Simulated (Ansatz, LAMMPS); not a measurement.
# Squeezing and shearing glassy 68SiO2-14MgO-11ZnO-7BaO (mol %) (75 atoms): runs compared

Aim: relax glassy 68SiO2-14MgO-11ZnO-7BaO (mol %) (75 atoms), then change its volume and shape to read moduli from the stress.

Computed with Ansatz 0.2.0: Kohn-Sham DFT, PBE, PAW (set soft_2), plane waves.

### Step 1. The cell as built

The cell holds 75 atoms: 19 Si, 4 Mg, 3 Zn, 2 Ba and 47 O. Cell: a = 9.925 Å, b = 9.925 Å, c = 9.925 Å, α = 90.0°, β = 90.0°, γ = 90.0°. 75 atoms (19 Si, 4 Mg, 3 Zn, 2 Ba, 47 O) placed at random at 3.15 g/cm³, melted at 4000 K for 10 ps at fixed volume with the Morse and Coulomb pair potential with partial charges (Pedone, Malavasi, Menziani, Cormack and Segre, J. Phys. Chem. B 110, 11780 (2006)). Quenched from 4000 K to 300 K at 25 K/ps and fixed volume, held 5 ps, then minimised at fixed cell.

What the set-up can't give: The quench rate of 25 K/ps is orders of magnitude faster than experiment, which tends to freeze in extra defects. The network of bonds at the start is that of the classical potential that made the cell, and needn't be the one that DFT or experiment would give. The Brillouin zone is sampled at Γ only. Spin–orbit coupling is left out, which matters for the levels of the heavy elements.

### Step 2. The reference run

The reference is a single point at the end of the relaxation.

Every strained cell starts from the geometry of this run, and its atoms are relaxed with the cell held.

Its input, with most atom lines left out:

```yaml
crystal:
  lattice:
    - [9.99788, -0.06869, 0.15981]
    - [-0.06869, 10.12892, -0.00271]
    - [0.15981, -0.00271, 9.91515]
  atoms:
    - { symbol: Si, position: [0.04993, 0.65161, 0.28768] }
    - { symbol: Si, position: [0.73052, 0.81542, 0.07813] }
    - { symbol: Si, position: [0.00325, 0.87822, 0.68752] }
    - { symbol: Si, position: [0.26962, 0.98971, 0.17789] }
    - { symbol: Si, position: [0.77793, 0.43625, 0.64551] }
    - { symbol: Si, position: [0.22613, 0.89797, 0.90636] }
    - { symbol: Si, position: [0.44651, 0.41817, 0.96922] }
    [... atom lines 8 to 75 left out ...]
kpoints:
  mp_grid: { grid: [1, 1, 1] }
hamiltonian:
  xc: pbe
scf:
  occupations: { method: fixed }
output:
  forces: true
  stress: true
  populations: true
  dos:
    method: { smearing: { sigma: 0.08 } }
    de: 0.1
    projected: { site_lists: { Ba: [Ba], Mg: [Mg], O: [O], Si: [Si], Zn: [Zn] } }
  eigenvalues: true
  write_density: true
  write_potential: true
  volumetric_format: npy
```

```
free energy per atom   : -911.7483 eV/atom
r.m.s. force component : 0.01007 eV/Å
pressure               : -0.01166 GPa
```

Filled and empty levels are parted by 3.74 eV (at Γ alone); a semilocal functional tends to put such gaps too low. In a disordered cell it changes from sample to sample, and tail or defect levels can set it.

### Step 3. The runs

Each row is one run, on 4 threads of Intel Xeon Platinum 8488C (Sapphire Rapids), shared host. The free energy is the program's total, comparable only between runs with the same functional, potentials and atoms.

```tsv
run	atoms	outcome	ionic steps, all passes	free energy (eV)	time	host memory (GiB)
Single point at the start	75	converged	-	-68377.454	5.8 s	1.3
Cell and atoms relaxed	75	converged	15	-68381.125	84 s	1.3
Single point at the relaxed geometry	75	converged	-	-68381.125	10 s	1.4
Volume -3 %	75	converged	8	-68380.964	84 s	1.4
Volume +3 %	75	converged	7	-68380.974	47 s	1.4
Volume -6 %	75	converged	15	-68380.613	92 s	1.3
Volume +6 %	75	converged	36	-68381.201	6.4 min	1.4
Volume -10 %	75	converged	14	-68379.383	91 s	1.3
Stretched by 1 % along x	75	converged	5	-68381.091	55 s	1.4
Compressed by 1 % along x	75	converged	5	-68381.097	34 s	1.4
Sheared by 2 % in xy	75	converged	5	-68381.073	37 s	1.4
```

In some runs the program notes that the SCF threshold is loose for the stress.

### Step 4. Pressure against volume

Atoms are relaxed at each volume, in the scaled cell.

```tsv
volume change (%)	volume (Å³/atom)	energy change (meV/atom)	pressure (GPa)	largest move on relaxing (Å)	bonds	gap (eV)
-10	12.045	23.23	6.61	0.51	127	4.14
-6	12.581	6.83	3.28	0.50	124	4.02
-3	12.982	2.14	1.77	0.10	118	3.85
+0	13.384	0.00	-0.01	-	117	3.74
+3	13.785	2.01	-1.51	0.13	118	3.63
+6	14.187	-1.02	-1.89	1.26	117	3.72
```

### Step 5. Uniaxial strain and shear

Stress (GPa, compression positive) less that of the relaxed cell, atoms relaxed:

```tsv
strain	xx	yy	zz	xy	energy change (meV/atom)
stretched by 1 % along x	-0.935	-0.276	-0.353	-0.006	0.45
compressed by 1 % along x	0.966	0.383	0.429	-0.004	0.38
sheared by 2 % in xy	-0.017	0.048	0.045	-0.823	0.70
```

### Step 6. Findings

The bulk modulus, from the slope of pressure against ln V over the three points nearest the relaxed volume, is 54.8 GPa; between neighbouring points the slope runs 77, 48, 59, 51 and 13 GPa from the smallest volume up, without a steady fall, so no pressure derivative is given. The count of bonds runs from 117 to 127 over the series, so at some points contacts cross the cutoffs. At -10 % and +6 % some atom moved by over 0.5 Å on relaxing, so those points may sit in another local minimum. At +6 % the energy lies below that of a less strained cell, so the structure found a lower minimum there. The gap goes from 4.14 eV at the smallest volume to 3.72 eV at the largest, -3.1 eV per unit of ln V by a straight line, not monotonically (lowest 3.63, highest 4.14 eV), on the run's k-points. In the Cartesian axes of the cell, finite differences give C11 = 95.1, C12 = 33.0, C13 = 39.1 and C66 = 41.1 GPa (the shear of 2 % is the engineering strain, εxy = 0.01). The mean of C11, C12 and C13, which equals the bulk modulus in a cubic or isotropic solid, is 55.7 GPa: it agrees with the bulk modulus within 10 %. For an isotropic solid C66 would equal (C11 − C12)/2 = 31.1 GPa; so small a sample needn't be isotropic, and C66 rests on one shear. With the bulk modulus and C66 as K and G, Young's modulus would be about 99 GPa and Poisson's ratio 0.20.

**Limits.** Strains are finite and relaxations stop at the force tolerance of the input, which can leave moduli too stiff; they are those of a static cell at zero temperature. Volumes are changed with the cell's shape held, so in an anisotropic solid the modulus lies over the one under free hydrostatic load. The program notes that the SCF threshold of the relaxations is loose for the stress.

The DFT runs together took 15 min of wall time.

[Logs are printed without paths, hosts, clocks, repeated set-up lines and the standing remarks that a program may print on its own settings, such as how far it seeks lower states.]

[Hosts, paths, dates, database ids (printed as entryN), source tags and the programs' standing remarks are cut or masked in the printed files.]
